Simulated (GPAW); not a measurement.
## Screening of a field by a 7-layer slab of Ta(110)

How does a 7-layer slab of Ta(110) screen a perpendicular field?

Calculated with GPAW 26.7.0; GPAW, PAW setups; slab in vacuum, relaxation, in the first sound run; inputs show where later runs differ.

### Step 1. Set-up

The cell holds 7 atoms: 7 Ta. Cell: a = 2.867 Å, b = 2.867 Å, c = 30.043 Å, α = 90.0°, β = 90.0°, γ = 70.5°. Vacuum lies along c.

### Step 2. Relaxing the atoms

Forces are removed first; all later runs use this geometry. The lowest 3 atoms are held at bulk positions and keep their forces.

run.py reads:

```python
import json
import numpy as np
from ase import Atoms
from ase.constraints import FixAtoms
from ase.optimize import BFGS
from gpaw import GPAW, PW

slab = Atoms(
    ['Ta', 'Ta', 'Ta', 'Ta', 'Ta', 'Ta', 'Ta'],
    positions=[
        [0.00000, 0.00000, 8.00000],
        [2.34052, 0.00000, 10.34052],
        [0.00000, 0.00000, 12.68105],
        [2.34052, 0.00000, 15.02157],
        [0.00000, 0.00000, 17.36209],
        [2.34052, 0.00000, 19.70262],
        [0.00000, 0.00000, 22.04314]],
    cell=[[2.34052, -1.655, 0.0], [2.34052, 1.655, 0.0], [0.0, 0.0, 30.04314]],
    pbc=[True, True, False])

slab.calc = GPAW(mode=PW(400), xc='PBE', kpts={'size': (12, 12, 1), 'gamma': True},
                 occupations={'name': 'fermi-dirac', 'width': 0.1}, nbands='160%',
                 convergence={'density': 1e-05}, maxiter=200,
                 poissonsolver={'dipolelayer': 'xy'},
                 symmetry={'tolerance': 1e-3, 'extra_ids': [1, 1, 1, 0, 0, 0, 0]}, txt='slab.txt')
result = {}
slab.set_constraint(FixAtoms([0, 1, 2]))
path = []
opt = BFGS(slab, maxstep=0.2)
opt.attach(lambda: path.append((slab.get_potential_energy(), slab.positions.tolist(), slab.get_forces().tolist())))
result['relaxed'] = bool(opt.run(fmax=0.03, steps=40))
result['path'] = path
energy = slab.get_potential_energy()
fermi = slab.calc.get_fermi_level()
v = slab.calc.get_electrostatic_potential().mean((0, 1)) - fermi
n = slab.calc.get_pseudo_density().mean((0, 1))
L = slab.cell[2, 2]
z = np.arange(len(v)) * L / len(v)
low, high = slab.positions[:, 2].min(), slab.positions[:, 2].max()
below, above = np.interp([low - 5.8, high + 5.8], z, v)
slopes = [np.interp(x, z, np.gradient(v, z)) for x in (low - 5.8, high + 5.8)]
eps = np.array([[slab.calc.get_eigenvalues(k, s) for k in range(len(slab.calc.get_ibz_k_points()))]
                for s in range(slab.calc.get_number_of_spins())]) - fermi
top, bottom = eps[eps < 0].max(), eps[eps > 0].min()
dipole = slab.get_dipole_moment()[2]
print(f'energy {energy:.4f} eV, Fermi level {fermi:.4f} eV, dipole {dipole:.5f} e A')
print(f'potential 5.8 A off the faces, from the Fermi level: lower {below:.4f} eV, upper {above:.4f} eV')
print(f'slope of the potential there: lower {slopes[0]:.5f}, upper {slopes[1]:.5f} eV/A')
print(f'nearest levels on the mesh: {top:.4f} and {bottom:.4f} eV')
print('magnetic moment', round(slab.get_magnetic_moment(), 3))
result.update(energy=energy, fermi=fermi, dipole=dipole, below=below, above=above, slopes=slopes, edges=[top, bottom],
              z=z.tolist(), v=v.tolist(), n=n.tolist(), positions=slab.positions.tolist(),
              forces=slab.get_forces(apply_constraint=False).tolist(), moments=slab.get_magnetic_moments().tolist())
json.dump(result, open('result.json', 'w'))
```

Run with:

```bash
$ OMP_NUM_THREADS=1 OPENBLAS_NUM_THREADS=1 python run.py
```

Output:

```text
Step          Energy          fmax
BFGS:    0      -66.837289        0.423211
BFGS:    1      -66.841830        0.361485
BFGS:    2      -66.854575        0.138447
BFGS:    3      -66.855318        0.097406
BFGS:    4      -66.855559        0.083861
BFGS:    5      -66.856455        0.034449
BFGS:    6      -66.856480        0.030826
BFGS:    7      -66.856535        0.018108
energy -66.6943 eV, Fermi level 4.3812 eV, dipole 0.00201 e A
potential 5.8 A off the faces, from the Fermi level: lower 4.7859 eV, upper 4.7355 eV
slope of the potential there: lower -0.00019, upper 0.00020 eV/A
nearest levels on the mesh: -0.0048 and 0.0063 eV
magnetic moment 0.0
```

Wall time 28 min (1 thread of Intel Xeon 6975P-C (Granite Rapids), shared host); peak memory 0.44 GiB.

The steps of the relaxation:

```tsv
step	energy less that of the first step (eV)	largest force (eV/Å)
1	0.0000	0.4232
2	-0.0045	0.3615
3	-0.0177	0.1384
4	-0.0183	0.0974
5	-0.0186	0.0839
6	-0.0198	0.0344
7	-0.0198	0.0308
8	-0.0199	0.0181
```

The atoms that moved most (Å):

```tsv
atom	dx	dy	dz	length
Ta7	0.000	0.000	-0.048	0.048
Ta6	0.000	0.000	0.039	0.039
Ta5	0.000	0.000	0.027	0.027
Ta4	0.000	0.000	0.013	0.013
```

This step gave:

```
dipole along the normal                    : 0.002014 e·Å
levels nearest the Fermi level on the mesh : -0.004846, 0.006310 eV from the Fermi level
upper work function                        : 4.735 eV
lower work function                        : 4.786 eV
```

The electrostatic potential energy of an electron (without an applied field's), less the Fermi level, planar mean oscillates, so the rows of the table below give means over windows of 2.36 Å about each position, cut where the curve ends. Its maxima inside the range that stand out by 2 % of the span (Å: eV): 9.1: -1.35, 11.5: -1.32, 13.8: -1.21, 16.2: -1.21, 18.6: -1.22, 20.8: -2.12. Its minima: 8.0: -25.2, 10.3: -25.1, 12.7: -25.1, 15.0: -25.2, 17.4: -25.2, 19.7: -25.3, 22.0: -25.4.

Table of electrostatic potential energy of an electron (without an applied field's), less the Fermi level, planar mean by z; means over each step:

z (Å), electrostatic potential energy of an electron (without an applied field's), less the Fermi level, planar mean (eV) and a bar from the least value:
```
     1.18        4.8 ##############################
     3.54        4.8 ##############################
     5.90        3.3 ###########################
     8.26      -11.8 
    10.62      -11.7 
    12.98      -11.6 #
    15.34      -11.6 #
    17.70      -11.6 #
    20.06      -12.0 
    22.42      -10.9 ##
    24.78        4.4 #############################
    27.14        4.7 ##############################
    29.50        4.7 ##############################
```

The pseudo valence density, planar mean oscillates, so the rows of the table below give means over windows of 2.36 Å about each position, cut where the curve ends. Its maxima inside the range that stand out by 2 % of the span (Å: e/Å³): 7.9: 1.50, 10.3: 1.49, 12.7: 1.50, 15.0: 1.50, 17.4: 1.51, 19.7: 1.50, 22.1: 1.45. Its minima: 9.2: 0.279, 11.6: 0.278, 13.9: 0.275, 16.3: 0.275, 18.7: 0.277, 20.8: 0.307.

Table of pseudo valence density, planar mean by z; means over each step:

```tsv
z (Å)	pseudo valence density, planar mean (e/Å³)
1.18	0
3.54	2.0e-4
5.90	0.0402
8.26	0.704
10.62	0.714
12.98	0.712
15.34	0.712
17.70	0.712
20.06	0.726
22.42	0.647
24.78	0.00912
27.14	3.8e-5
```

The relaxation lowered the energy of the cell by 0.0199 eV (energies extrapolated to zero smearing; the optimiser's log prints free energies). The largest force left on a free atom is 0.018 eV/Å.

### Step 3. Plane waves, PBE

With the geometry fixed, the planar mean of the potential gives the vacuum level on each side.

This step: GPAW, PAW setups; slab in vacuum (GPAW 26.7.0).

Edit run.py of step 2 so:

```diff
@@ -3,4 +3,2 @@
 from ase import Atoms
-from ase.constraints import FixAtoms
-from ase.optimize import BFGS
 from gpaw import GPAW, PW
@@ -11,8 +9,8 @@
         [0.00000, 0.00000, 8.00000],
-        [2.34052, 0.00000, 10.34052],
+        [2.34052, -0.00000, 10.34052],
         [0.00000, 0.00000, 12.68105],
-        [2.34052, 0.00000, 15.02157],
-        [0.00000, 0.00000, 17.36209],
-        [2.34052, 0.00000, 19.70262],
-        [0.00000, 0.00000, 22.04314]],
+        [2.34052, -0.00000, 15.03500],
+        [-0.00000, -0.00000, 17.38863],
+        [2.34052, -0.00000, 19.74134],
+        [-0.00000, -0.00000, 21.99545]],
     cell=[[2.34052, -1.655, 0.0], [2.34052, 1.655, 0.0], [0.0, 0.0, 30.04314]],
@@ -24,10 +22,4 @@
                  poissonsolver={'dipolelayer': 'xy'},
-                 symmetry={'tolerance': 1e-3, 'extra_ids': [1, 1, 1, 0, 0, 0, 0]}, txt='slab.txt')
+                 symmetry={'tolerance': 1e-3}, txt='slab.txt')
 result = {}
-slab.set_constraint(FixAtoms([0, 1, 2]))
-path = []
-opt = BFGS(slab, maxstep=0.2)
-opt.attach(lambda: path.append((slab.get_potential_energy(), slab.positions.tolist(), slab.get_forces().tolist())))
-result['relaxed'] = bool(opt.run(fmax=0.03, steps=40))
-result['path'] = path
 energy = slab.get_potential_energy()
```

Output:

```text
energy -66.6943 eV, Fermi level 4.3812 eV, dipole 0.00203 e A
potential 5.8 A off the faces, from the Fermi level: lower 4.7859 eV, upper 4.7355 eV
slope of the potential there: lower -0.00019, upper 0.00020 eV/A
nearest levels on the mesh: -0.0048 and 0.0063 eV
magnetic moment 0.0
```

The job ended after 5.4 min (1 thread; peak memory 0.43 GiB).

Numbers from this step:

```
dipole along the normal                    : 0.002028 e·Å
levels nearest the Fermi level on the mesh : -0.004844, 0.006306 eV from the Fermi level
upper work function                        : 4.736 eV
```

The electrostatic potential energy of an electron (without an applied field's), less the Fermi level, planar mean oscillates, so the rows of the table below give means over windows of 2.36 Å about each position, cut where the curve ends. Its maxima inside the range that stand out by 2 % of the span (Å: eV): 9.1: -1.35, 11.5: -1.32, 13.8: -1.21, 16.2: -1.21, 18.6: -1.22, 20.8: -2.12. Its minima: 8.0: -25.2, 10.3: -25.1, 12.7: -25.1, 15.0: -25.2, 17.4: -25.2, 19.7: -25.3, 22.0: -25.4.

Table of electrostatic potential energy of an electron (without an applied field's), less the Fermi level, planar mean by z; means over each step:

```tsv
z (Å)	electrostatic potential energy of an electron (without an applied field's), less the Fermi level, planar mean (eV)
1.18	4.78
3.54	4.78
5.90	3.30
8.26	-11.8
10.62	-11.7
12.98	-11.6
15.34	-11.6
17.70	-11.6
20.06	-12.0
22.42	-10.9
24.78	4.42
27.14	4.73
29.50	4.74
```

The pseudo valence density, planar mean oscillates, so the rows of the table below give means over windows of 2.36 Å about each position, cut where the curve ends. Its maxima inside the range that stand out by 2 % of the span (Å: e/Å³): 7.9: 1.50, 10.3: 1.49, 12.7: 1.50, 15.0: 1.50, 17.4: 1.51, 19.7: 1.50, 22.1: 1.45. Its minima: 9.2: 0.279, 11.6: 0.278, 13.9: 0.275, 16.3: 0.275, 18.7: 0.277, 20.8: 0.307.

The pseudo valence density, planar mean by z; means over each step:

z (Å), pseudo valence density, planar mean (e/Å³) and a bar:
```
     1.18       0.00 
     3.54       0.00 
     5.90       0.04 ##
     8.26       0.70 #############################
    10.62       0.71 #############################
    12.98       0.71 #############################
    15.34       0.71 #############################
    17.70       0.71 #############################
    20.06       0.73 ##############################
    22.42       0.65 ###########################
    24.78       0.01 
    27.14       0.00
```

Force by atom:

```tsv
atom	x (eV/Å)	y (eV/Å)	z (eV/Å)	size
Ta1	0.000	0.000	0.394	0.394
Ta2	0.000	0.000	-0.415	0.415
Ta3	0.000	0.000	-0.009	0.009
Ta4	0.000	0.000	0.013	0.013
Ta5	0.000	0.000	-0.007	0.007
Ta6	0.000	0.000	0.004	0.004
Ta7	0.000	0.000	0.018	0.018
```

The potential is flat to 2.0e-4 eV/Å where it is read, so the vacuum is wide enough.

### Step 4. In a field

A uniform field along the normal polarises the slab; the atoms stay fixed, so this is the electronic response alone.

Edit run.py of step 3 so:

```diff
@@ -4,2 +4,3 @@
 from gpaw import GPAW, PW
+from gpaw.external import ConstantElectricField
 
@@ -22,2 +23,3 @@
                  poissonsolver={'dipolelayer': 'xy'},
+                 external=ConstantElectricField(-0.2, [0, 0, 1]),
                  symmetry={'tolerance': 1e-3}, txt='slab.txt')
```

Output:

```text
energy -66.7095 eV, Fermi level 4.3823 eV, dipole -0.15443 e A
potential 5.8 A off the faces, from the Fermi level: lower 2.9552 eV, upper 6.5621 eV
slope of the potential there: lower -0.00011, upper 0.00036 eV/A
nearest levels on the mesh: -0.0049 and 0.0060 eV
magnetic moment 0.0
```

It took 7.9 min on 1 thread; peak memory 0.69 GiB.

This step gave:

```yaml
dipole_along_the_normal: -0.1544 e·Å
levels_nearest_the_fermi_level_on_the_mesh: -0.004865, 0.005976 eV from the Fermi level
potential_below_the_slab_the_applied_field_s_own_ramp_left_out: 2.955 eV from the Fermi level
potential_above_the_slab_the_applied_field_s_own_ramp_left_out: 6.562 eV from the Fermi level
```

The electrostatic potential energy of an electron (without an applied field's), less the Fermi level, planar mean oscillates, so the rows of the table below give means over windows of 2.36 Å about each position, cut where the curve ends. Its maxima inside the range that stand out by 2 % of the span (Å: eV): 9.2: -2.52, 11.5: -2.03, 13.8: -1.45, 16.2: -0.975, 18.6: -0.508, 20.9: -0.955, 29.5: 6.56. Its minima: 8.0: -26.6, 10.3: -26.1, 12.7: -25.6, 15.0: -25.2, 17.4: -24.7, 19.7: -24.3, 22.0: -24.0.

Table of electrostatic potential energy of an electron (without an applied field's), less the Fermi level, planar mean by z; means over each step:

```tsv
z (Å)	electrostatic potential energy of an electron (without an applied field's), less the Fermi level, planar mean (eV)
1.18	3.10
3.54	2.95
5.90	1.54
8.26	-13.2
10.62	-12.6
12.98	-12.0
15.34	-11.5
17.70	-11.1
20.06	-10.9
22.42	-9.44
24.78	6.21
27.14	6.56
29.50	6.45
```

Force by atom:

```tsv
atom	x (eV/Å)	y (eV/Å)	z (eV/Å)	size
Ta1	0.000	0.000	0.398	0.398
Ta2	0.000	0.000	-0.421	0.421
Ta3	0.000	0.000	-0.006	0.006
Ta4	0.000	0.000	0.015	0.015
Ta5	0.000	0.000	-0.007	0.007
Ta6	0.000	0.000	-0.003	0.003
Ta7	0.000	0.000	0.024	0.024
```

The dipole is now -0.154 e Å, against 0.0020 in the run without a field.

### Step 5. Field on

Edit run.py of step 4 so:

```diff
@@ -23,3 +23,3 @@
                  poissonsolver={'dipolelayer': 'xy'},
-                 external=ConstantElectricField(-0.2, [0, 0, 1]),
+                 external=ConstantElectricField(-0.1, [0, 0, 1]),
                  symmetry={'tolerance': 1e-3}, txt='slab.txt')
```

Output:

```text
energy -66.6980 eV, Fermi level 4.3821 eV, dipole -0.07620 e A
potential 5.8 A off the faces, from the Fermi level: lower 3.8686 eV, upper 5.6484 eV
slope of the potential there: lower -0.00012, upper 0.00027 eV/A
nearest levels on the mesh: -0.0049 and 0.0062 eV
magnetic moment 0.0
```

It took 7 min on 1 thread; peak memory 0.69 GiB.

Numbers from this step:

```yaml
dipole_along_the_normal: -0.07620 e·Å
levels_nearest_the_fermi_level_on_the_mesh: -0.004851, 0.006179 eV from the Fermi level
potential_below_the_slab_the_applied_field_s_own_ramp_left_out: 3.869 eV from the Fermi level
potential_above_the_slab_the_applied_field_s_own_ramp_left_out: 5.648 eV from the Fermi level
```

The electrostatic potential energy of an electron (without an applied field's), less the Fermi level, planar mean oscillates, so the rows of the table below give means over windows of 2.36 Å about each position, cut where the curve ends. Its maxima inside the range that stand out by 2 % of the span (Å: eV): 9.1: -1.94, 11.5: -1.67, 13.8: -1.33, 16.2: -1.09, 18.6: -0.861, 20.8: -1.54. Its minima: 8.0: -25.9, 10.3: -25.6, 12.7: -25.4, 15.0: -25.2, 17.4: -24.9, 19.7: -24.8, 22.0: -24.7.

Table of electrostatic potential energy of an electron (without an applied field's), less the Fermi level, planar mean by z; means over each step:

z (Å), electrostatic potential energy of an electron (without an applied field's), less the Fermi level, planar mean (eV) and a bar from the least value:
```
     1.18        3.9 ###########################
     3.54        3.9 ###########################
     5.90        2.4 #########################
     8.26      -12.5 
    10.62      -12.1 #
    12.98      -11.8 #
    15.34      -11.6 ##
    17.70      -11.4 ##
    20.06      -11.4 ##
    22.42      -10.2 ####
    24.78        5.3 #############################
    27.14        5.6 ##############################
    29.50        5.6 ##############################
```

Force by atom:

```tsv
atom	x (eV/Å)	y (eV/Å)	z (eV/Å)	size
Ta1	0.000	0.000	0.399	0.399
Ta2	0.000	0.000	-0.417	0.417
Ta3	0.000	0.000	-0.008	0.008
Ta4	0.000	0.000	0.015	0.015
Ta5	0.000	0.000	-0.006	0.006
Ta6	0.000	0.000	0.001	0.001
Ta7	0.000	0.000	0.025	0.025
```

The dipole is now -0.0762 e Å, against 0.0020 in the run without a field.

### Step 6. In a field

Edit run.py of step 5 so:

```diff
@@ -23,3 +23,3 @@
                  poissonsolver={'dipolelayer': 'xy'},
-                 external=ConstantElectricField(-0.1, [0, 0, 1]),
+                 external=ConstantElectricField(-0.05, [0, 0, 1]),
                  symmetry={'tolerance': 1e-3}, txt='slab.txt')
```

Output:

```text
energy -66.6952 eV, Fermi level 4.3818 eV, dipole -0.03699 e A
potential 5.8 A off the faces, from the Fermi level: lower 4.3273 eV, upper 5.1912 eV
slope of the potential there: lower -0.00017, upper 0.00023 eV/A
nearest levels on the mesh: -0.0049 and 0.0062 eV
magnetic moment 0.0
```

Wall time 7.7 min (1 thread); peak memory 0.69 GiB.

### Step 7. In a field

Edit run.py of step 6 so:

```diff
@@ -23,3 +23,3 @@
                  poissonsolver={'dipolelayer': 'xy'},
-                 external=ConstantElectricField(-0.05, [0, 0, 1]),
+                 external=ConstantElectricField(0.05, [0, 0, 1]),
                  symmetry={'tolerance': 1e-3}, txt='slab.txt')
```

Output:

```text
energy -66.6954 eV, Fermi level 4.3804 eV, dipole 0.04129 e A
potential 5.8 A off the faces, from the Fermi level: lower 5.2450 eV, upper 4.2805 eV
slope of the potential there: lower -0.00022, upper 0.00018 eV/A
nearest levels on the mesh: -0.0048 and 0.0064 eV
magnetic moment 0.0
```

Wall time 8 min (1 thread); peak memory 0.69 GiB.

The electrostatic potential energy of an electron (without an applied field's), less the Fermi level, planar mean oscillates, so the rows of the table below give means over windows of 2.36 Å about each position, cut where the curve ends. Its maxima inside the range that stand out by 2 % of the span (Å: eV): 9.1: -1.05, 11.5: -1.14, 13.8: -1.16, 16.2: -1.27, 18.6: -1.39, 20.8: -2.41. Its minima: 8.0: -24.9, 10.3: -24.9, 12.7: -25.0, 15.0: -25.2, 17.4: -25.3, 19.7: -25.5, 22.0: -25.8.

Table of electrostatic potential energy of an electron (without an applied field's), less the Fermi level, planar mean by z; means over each step:

```tsv
z (Å)	electrostatic potential energy of an electron (without an applied field's), less the Fermi level, planar mean (eV)
1.18	5.21
3.54	5.24
5.90	3.74
8.26	-11.5
10.62	-11.5
12.98	-11.5
15.34	-11.6
17.70	-11.8
20.06	-12.2
22.42	-11.3
24.78	3.97
27.14	4.28
29.50	4.31
```

### Step 8. In a field

Edit run.py of step 7 so:

```diff
@@ -23,3 +23,3 @@
                  poissonsolver={'dipolelayer': 'xy'},
-                 external=ConstantElectricField(0.05, [0, 0, 1]),
+                 external=ConstantElectricField(0.1, [0, 0, 1]),
                  symmetry={'tolerance': 1e-3}, txt='slab.txt')
```

Output:

```text
energy -66.6985 eV, Fermi level 4.3793 eV, dipole 0.08045 e A
potential 5.8 A off the faces, from the Fermi level: lower 5.7051 eV, upper 3.8260 eV
slope of the potential there: lower -0.00025, upper 0.00016 eV/A
nearest levels on the mesh: -0.0048 and 0.0065 eV
magnetic moment 0.0
```

Wall time 7.7 min (1 thread); peak memory 0.69 GiB.

The electrostatic potential energy of an electron (without an applied field's), less the Fermi level, planar mean oscillates, so the rows of the table below give means over windows of 2.36 Å about each position, cut where the curve ends. Its maxima inside the range that stand out by 2 % of the span (Å: eV): 1.4: 5.71, 9.1: -0.757, 11.5: -0.964, 13.8: -1.10, 16.2: -1.33, 18.6: -1.57, 20.8: -2.70. Its minima: 8.0: -24.5, 10.3: -24.7, 12.7: -24.9, 15.0: -25.2, 17.4: -25.4, 19.7: -25.7, 22.0: -26.1.

The electrostatic potential energy of an electron (without an applied field's), less the Fermi level, planar mean by z; means over each step:

z (Å), electrostatic potential energy of an electron (without an applied field's), less the Fermi level, planar mean (eV) and a bar from the least value:
```
     1.18        5.6 ##############################
     3.54        5.7 ##############################
     5.90        4.2 ###########################
     8.26      -11.2 ##
    10.62      -11.2 ##
    12.98      -11.4 ##
    15.34      -11.6 #
    17.70      -11.9 #
    20.06      -12.5 
    22.42      -11.7 #
    24.78        3.5 ##########################
    27.14        3.8 ###########################
    29.50        3.9 ###########################
```

The dipole is now 0.0804 e Å, against 0.0020 in the run without a field.

(Part 1 of 2 ends here.)

[Logs are printed without paths, hosts, clocks, repeated set-up lines and the standing remarks that a program may print on its own settings, such as how far it seeks lower states.]

[Hosts, paths, dates, database ids (printed as entryN), source tags and the programs' standing remarks are cut or masked in the printed files.]
